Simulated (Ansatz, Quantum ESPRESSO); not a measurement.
# CsCaF3 (Pm-3m): phonons by linear response

Wanted: phonon bands, density of states and zone-centre response of CsCaF3 (Pm-3m).

Method: DFT LDA, scalar-relativistic, plane waves, GBRV ultrasoft pseudopotentials, in Quantum ESPRESSO 7.5.

## (1) Starting point

Symmetry: Pm-3m, No. 221, cubic system. Conventional cell: a = 4.521 Å, b = 4.521 Å, c = 4.521 Å, α = 90.00°, β = 90.00°, γ = 90.00°. Nearest to Cs lie 12 F at 3.20 Å. Nearest to Ca lie 6 F at 2.26 Å. Nearest to F lie 2 Ca at 2.26 Å and 4 Cs at 3.20 Å. Farther neighbours and most contacts between anions are not listed.

## (2) A probe with smearing

Before anything dear is run, a loose run with smearing shows whether this is a metal and how far the cell is from rest.

The input, probe.in:

```
&CONTROL
  calculation = 'scf'
  prefix      = 'x'
  outdir      = './tmp'
  pseudo_dir  = './pseudo'
  tprnfor     = .true.
  tstress     = .true.
  verbosity   = 'high'
/
&SYSTEM
  ibrav       = 0
  nat         = 5
  ntyp        = 3
  ecutwfc     = 45.0
  ecutrho     = 270.0
  occupations = 'smearing'
  smearing    = 'gaussian'
  degauss     = 0.01
/
&ELECTRONS
  conv_thr         = 1.0d-07
  mixing_beta      = 0.7
  electron_maxstep = 100
/
ATOMIC_SPECIES
 Cs    132.9055  Cs.upf
 Ca     40.0780  Ca.upf
 F      18.9984  F.upf
CELL_PARAMETERS angstrom
     4.520531030    0.000000000    0.000000000
     0.000000000    4.520531030    0.000000000
     0.000000000    0.000000000    4.520531030
ATOMIC_POSITIONS crystal
 Cs     0.000000000   0.000000000   0.000000000
 Ca     0.500000000   0.500000000   0.500000000
 F      0.000000000   0.500000000   0.500000000
 F      0.500000000   0.000000000   0.500000000
 F      0.500000000   0.500000000   0.000000000
K_POINTS automatic
 4 4 4 0 0 0
```

Launch:

```bash
$ OMP_NUM_THREADS=1 mpirun -n 8 pw.x -nk 8 -in probe.in > probe.out
```

Output:

```text
[banners, grids, parts of the stress and lines that vanish by symmetry left out]
Program PWSCF v.7.5
     Message from routine setup:
     using ibrav=0 with symmetry is DISCOURAGED, use correct ibrav instead
[...]
kinetic-energy cutoff     =      45.0000  Ry
     charge density cutoff     =     270.0000  Ry
     scf convergence threshold =      1.0E-07
[...]
Exchange-correlation=  SLA  PZ   NOGX NOGC
                           (   1   1   0   0   0   0   0)
[...]
48 Sym. Ops., with inversion, found
[...]
(     0          1          0      )
                  (     0          0          1      )
[...]
(  0.0000000  1.0000000  0.0000000 )
                  (  0.0000000  0.0000000  1.0000000 )
[...]
(     0         -1          0      )
                  (     0          0          1      )
[...]
( -1.0000000  0.0000000  0.0000000 )
                  (  0.0000000  1.0000000  0.0000000 )
[...]
number of k points=    10  Gaussian smearing, width (Ry)=  0.0100
[...]
End of self-consistent calculation
[...]
the Fermi energy is     7.6622 ev
!    total energy              =    -284.43009972 Ry
[...]
convergence has been achieved in   9 iterations
[...]
atom    1 type  1   force =     0.00000000    0.00000000    0.00000000
     atom    2 type  2   force =     0.00000000    0.00000000    0.00000000
     atom    3 type  3   force =     0.00000000    0.00000000    0.00000000
     atom    4 type  3   force =     0.00000000    0.00000000    0.00000000
     atom    5 type  3   force =     0.00000000    0.00000000    0.00000000
[...]
Total force =     0.000000     Total SCF correction =     0.000000
[...]
total   stress  (Ry/bohr**3)                   (kbar)     P=      -41.28
[...]
XML data file, charge density, pseudopotentials, collected wavefunctions

   JOB DONE.
```

The job ended after 4.9 s (8 MPI ranks of Arm Neoverse V1, shared host; 38 s of CPU time).

Numbers from this step:

- volume per atom: 18.48 Å³
- pressure: -4.128 GPa
- gap on the k-mesh: 6.812 eV

A gap of 6.8 eV opens on this mesh, so the crystal is taken as an insulator; the start stands at -4.1 GPa.

## (3) Relaxation

Frequencies change by per cents with a per cent of volume, so the structure is first brought to rest at this level of theory.

The input, relax.in:

```
&CONTROL
  calculation   = 'vc-relax'
  prefix        = 'x'
  outdir        = './tmp'
  pseudo_dir    = './pseudo'
  tprnfor       = .true.
  tstress       = .true.
  forc_conv_thr = 2.0d-05
  etot_conv_thr = 1.0d-07
  nstep         = 40
/
&SYSTEM
  ibrav       = 0
  nat         = 5
  ntyp        = 3
  ecutwfc     = 45.0
  ecutrho     = 270.0
  occupations = 'fixed'
  nbnd        = 22
/
&ELECTRONS
  conv_thr         = 1.0d-11
  mixing_beta      = 0.7
  electron_maxstep = 100
/
&IONS
/
&CELL
  press_conv_thr = 0.1
/
ATOMIC_SPECIES
 Cs    132.9055  Cs.upf
 Ca     40.0780  Ca.upf
 F      18.9984  F.upf
CELL_PARAMETERS angstrom
     4.520531030    0.000000000    0.000000000
     0.000000000    4.520531030    0.000000000
     0.000000000    0.000000000    4.520531030
ATOMIC_POSITIONS crystal
 Cs     0.000000000   0.000000000   0.000000000
 Ca     0.500000000   0.500000000   0.500000000
 F      0.000000000   0.500000000   0.500000000
 F      0.500000000   0.000000000   0.500000000
 F      0.500000000   0.500000000   0.000000000
K_POINTS automatic
 4 4 4 0 0 0
```

Launch:

```bash
$ OMP_NUM_THREADS=1 mpirun -n 8 pw.x -nk 8 -in relax.in > relax.out
```

Output:

```text
[banners, grids, parts of the stress and lines that vanish by symmetry left out]
[banner, memory and clock lines left out]
Program PWSCF v.7.5

[...]
kinetic-energy cutoff     =      45.0000  Ry
     charge density cutoff     =     270.0000  Ry
     scf convergence threshold =      1.0E-11
[...]
energy convergence thresh.=      1.0E-07
     force convergence thresh. =      2.0E-05
     press convergence thresh. =      1.0E-01
     Exchange-correlation=  SLA  PZ   NOGX NOGC
                           (   1   1   0   0   0   0   0)
[...]
48 Sym. Ops., with inversion, found
[...]
number of k points=    10
[...]
End of self-consistent calculation
[...]
highest occupied, lowest unoccupied level (ev):     2.2647    9.0765
!    total energy              =    -284.43009975 Ry
[...]
convergence has been achieved in  11 iterations
[...]
atom    1 type  1   force =     0.00000000    0.00000000    0.00000000
     atom    2 type  2   force =     0.00000000    0.00000000    0.00000000
     atom    3 type  3   force =     0.00000000    0.00000000    0.00000000
     atom    4 type  3   force =     0.00000000    0.00000000    0.00000000
     atom    5 type  3   force =     0.00000000    0.00000000    0.00000000
     Total force =     0.000000     Total SCF correction =     0.000000
[...]
total   stress  (Ry/bohr**3)                   (kbar)     P=      -41.67
[...]
number of bfgs steps    =   0
[...]
CELL_PARAMETERS (angstrom)
[...]
ATOMIC_POSITIONS (crystal)
Cs               0.0000000000        0.0000000000        0.0000000000
Ca               0.5000000000        0.5000000000        0.5000000000
F                0.0000000000        0.5000000000        0.5000000000
F                0.5000000000        0.0000000000        0.5000000000
[...]
New effective cutoffs (rho, wfc):  273.81   45.61
[...]
End of self-consistent calculation
[...]
highest occupied, lowest unoccupied level (ev):     2.4441    9.3982
!    total energy              =    -284.43337543 Ry
[...]
convergence has been achieved in   7 iterations
[...]
atom    1 type  1   force =     0.00000000    0.00000000    0.00000000
     atom    2 type  2   force =     0.00000000    0.00000000    0.00000000
     atom    3 type  3   force =     0.00000000    0.00000000    0.00000000
     atom    4 type  3   force =     0.00000000    0.00000000    0.00000000
     atom    5 type  3   force =     0.00000000    0.00000000    0.00000000
     Total force =     0.000000     Total SCF correction =     0.000000
[...]
total   stress  (Ry/bohr**3)                   (kbar)     P=      -31.78
[...]
number of bfgs steps    =   1
[...]
CELL_PARAMETERS (angstrom)
[...]
ATOMIC_POSITIONS (crystal)
[...]
New effective cutoffs (rho, wfc):  279.77   46.60
[...]
End of self-consistent calculation
[...]
highest occupied, lowest unoccupied level (ev):     2.7490    9.9023
!    total energy              =    -284.43644497 Ry
[...]
convergence has been achieved in   9 iterations
[...]
atom    1 type  1   force =     0.00000000    0.00000000    0.00000000
     atom    2 type  2   force =     0.00000000    0.00000000    0.00000000
     atom    3 type  3   force =     0.00000000    0.00000000    0.00000000
     atom    4 type  3   force =     0.00000000    0.00000000    0.00000000
[...]
Total force =     0.000000     Total SCF correction =     0.000000
[...]
total   stress  (Ry/bohr**3)                   (kbar)     P=      -14.60
[...]
number of bfgs steps    =   2
[...]
CELL_PARAMETERS (angstrom)
[...]
ATOMIC_POSITIONS (crystal)
[...]
New effective cutoffs (rho, wfc):  284.78   47.44
[...]
End of self-consistent calculation
[...]
highest occupied, lowest unoccupied level (ev):     3.0151   10.3345
!    total energy              =    -284.43711571 Ry
[...]
convergence has been achieved in   8 iterations
[...]
Total force =     0.000000     Total SCF correction =     0.000000
[...]
total   stress  (Ry/bohr**3)                   (kbar)     P=        1.79
[...]
number of bfgs steps    =   3
[...]
CELL_PARAMETERS (angstrom)
[...]
ATOMIC_POSITIONS (crystal)
[...]
New effective cutoffs (rho, wfc):  284.24   47.35
[...]
End of self-consistent calculation
[...]
highest occupied, lowest unoccupied level (ev):     2.9859   10.2872
!    total energy              =    -284.43712526 Ry
[...]
convergence has been achieved in   7 iterations
[...]
Total force =     0.000000     Total SCF correction =     0.000000
[...]
total   stress  (Ry/bohr**3)                   (kbar)     P=       -0.08
[...]
number of bfgs steps    =   4
[...]
CELL_PARAMETERS (angstrom)
[...]
ATOMIC_POSITIONS (crystal)
[...]
New effective cutoffs (rho, wfc):  284.26   47.35
[...]
End of self-consistent calculation
[...]
highest occupied, lowest unoccupied level (ev):     2.9872   10.2893
!    total energy              =    -284.43712529 Ry
[...]
convergence has been achieved in   5 iterations
[...]
atom    3 type  3   force =     0.00000000    0.00000000    0.00000000
     atom    4 type  3   force =     0.00000000    0.00000000    0.00000000
     atom    5 type  3   force =     0.00000000    0.00000000    0.00000000
     Total force =     0.000000     Total SCF correction =     0.000000
[...]
total   stress  (Ry/bohr**3)                   (kbar)     P=       -0.00
[...]
bfgs converged in   6 scf cycles and   5 bfgs steps
[...]
End of BFGS Geometry Optimization
     Final enthalpy           =    -284.4371252858 Ry
     File ./tmp/x.bfgs deleted, as requested
[...]
CELL_PARAMETERS (angstrom)
[...]
ATOMIC_POSITIONS (crystal)
[...]
F                0.5000000000        0.0000000000        0.5000000000
F                0.5000000000        0.5000000000        0.0000000000
[...]
Final scf calculation at the relaxed structure.
[...]
kinetic-energy cutoff     =      45.0000  Ry
     charge density cutoff     =     270.0000  Ry
     scf convergence threshold =      1.0E-13
[...]
press convergence thresh. =      1.0E-01
     Exchange-correlation=  SLA  PZ   NOGX NOGC
                           (   1   1   0   0   0   0   0)
[...]
48 Sym. Ops., with inversion, found
[...]
number of k points=    10
[...]
End of self-consistent calculation
[...]
highest occupied, lowest unoccupied level (ev):     2.9872   10.2893
!    total energy              =    -284.43707832 Ry
[...]
convergence has been achieved in  11 iterations
[...]
atom    1 type  1   force =     0.00000000    0.00000000    0.00000000
     atom    2 type  2   force =     0.00000000    0.00000000    0.00000000
     atom    3 type  3   force =     0.00000000    0.00000000    0.00000000
     atom    4 type  3   force =     0.00000000    0.00000000    0.00000000
     atom    5 type  3   force =     0.00000000    0.00000000    0.00000000
     Total force =     0.000000     Total SCF correction =     0.000000
[...]
total   stress  (Ry/bohr**3)                   (kbar)     P=       -0.06
[...]
XML data file, charge density, pseudopotentials, collected wavefunctions
```

Wall time 25 s (8 MPI ranks); 3.3 min of CPU time.

Step by step:

| step | energy less that of the first step (eV) | largest force (eV/Å) | pressure (GPa) | volume (Å³) |
| --- | --- | --- | --- | --- |
| 1 | 0.0000 | 0.0000 | -4.17 | 92.38 |
| 2 | -0.0446 | 0.0000 | -3.18 | 90.43 |
| 3 | -0.0863 | 0.0000 | -1.46 | 87.56 |
| 4 | -0.0955 | 0.0000 | 0.18 | 85.26 |
| 5 | -0.0956 | 0.0000 | -0.01 | 85.50 |
| 6 | -0.0956 | 0.0000 | 0.00 | 85.49 |
| 7 | -0.0949 | 0.0000 | -0.01 | 85.49 |

| conventional cell, symmetrised | before | after | change |
| --- | --- | --- | --- |
| a (Å) | 4.521 | 4.405 | -2.5 % |
| b (Å) | 4.521 | 4.405 | -2.5 % |
| c (Å) | 4.521 | 4.405 | -2.5 % |
| volume (Å³/atom) | 18.48 | 17.10 | -7.5 % |

The last row of the table of steps is pw.x's closing run on a basis chosen anew for the final cell, so its energy can jump.

This step gave:

```yaml
volume_per_atom: 17.10 Å³
pressure: -0.006000 GPa
gap_on_the_k_mesh: 7.302 eV
```

The volume changes by -7.5 % from the cell with which this run began.

## (4) Ground state

Perturbation theory inherits every error of the wavefunctions, so the threshold is set near the limit of the arithmetic. With a gap, occupations are fixed, which also allows the response to an electric field.

The input, scf.in:

```
&CONTROL
  calculation = 'scf'
  prefix      = 'x'
  outdir      = './tmp'
  pseudo_dir  = './pseudo'
  tprnfor     = .true.
  tstress     = .true.
/
&SYSTEM
  ibrav       = 0
  nat         = 5
  ntyp        = 3
  ecutwfc     = 45.0
  ecutrho     = 270.0
  occupations = 'fixed'
  nbnd        = 22
/
&ELECTRONS
  conv_thr         = 1.0d-12
  mixing_beta      = 0.7
  electron_maxstep = 100
/
ATOMIC_SPECIES
 Cs    132.9055  Cs.upf
 Ca     40.0780  Ca.upf
 F      18.9984  F.upf
CELL_PARAMETERS angstrom
     4.405274546    0.000000000    0.000000000
     0.000000000    4.405274546    0.000000000
     0.000000000    0.000000000    4.405274546
ATOMIC_POSITIONS crystal
 Cs     0.000000000   0.000000000   0.000000000
 Ca     0.500000000   0.500000000   0.500000000
 F      0.000000000   0.500000000   0.500000000
 F      0.500000000   0.000000000   0.500000000
 F      0.500000000   0.500000000   0.000000000
K_POINTS automatic
 4 4 4 0 0 0
```

Launch:

```bash
$ OMP_NUM_THREADS=1 mpirun -n 8 pw.x -nk 8 -in scf.in > scf.out
```

Output:

```text
[banners, grids, parts of the stress and lines that vanish by symmetry left out]
[banner, memory and clock lines left out]
Program PWSCF v.7.5

[...]
kinetic-energy cutoff     =      45.0000  Ry
     charge density cutoff     =     270.0000  Ry
     scf convergence threshold =      1.0E-12
[...]
Exchange-correlation=  SLA  PZ   NOGX NOGC
                           (   1   1   0   0   0   0   0)
[...]
48 Sym. Ops., with inversion, found
[...]
number of k points=    10
[...]
End of self-consistent calculation
[...]
highest occupied, lowest unoccupied level (ev):     2.9872   10.2893
!    total energy              =    -284.43707832 Ry
[...]
convergence has been achieved in  13 iterations
[...]
atom    1 type  1   force =     0.00000000    0.00000000    0.00000000
     atom    2 type  2   force =     0.00000000    0.00000000    0.00000000
     atom    3 type  3   force =     0.00000000    0.00000000    0.00000000
     atom    4 type  3   force =     0.00000000    0.00000000    0.00000000
     atom    5 type  3   force =     0.00000000    0.00000000    0.00000000
     Total force =     0.000000     Total SCF correction =     0.000000
[...]
total   stress  (Ry/bohr**3)                   (kbar)     P=       -0.06
[...]
XML data file, charge density, pseudopotentials, collected wavefunctions
```

Elapsed: 5.6 s, on 8 MPI ranks.

The cell stands at -0.0060 GPa, close enough for phonons.

(Part 1 of 4 ends here.)

[Host names and launcher messages were left out of these logs when they were recorded.]

[Logs are printed without paths, hosts, clocks, repeated set-up lines and the standing remarks that a program may print on its own settings, such as how far it seeks lower states.]

[Hosts, paths, dates, database ids (printed as entryN), source tags and the programs' standing remarks are cut or masked in the printed files.]
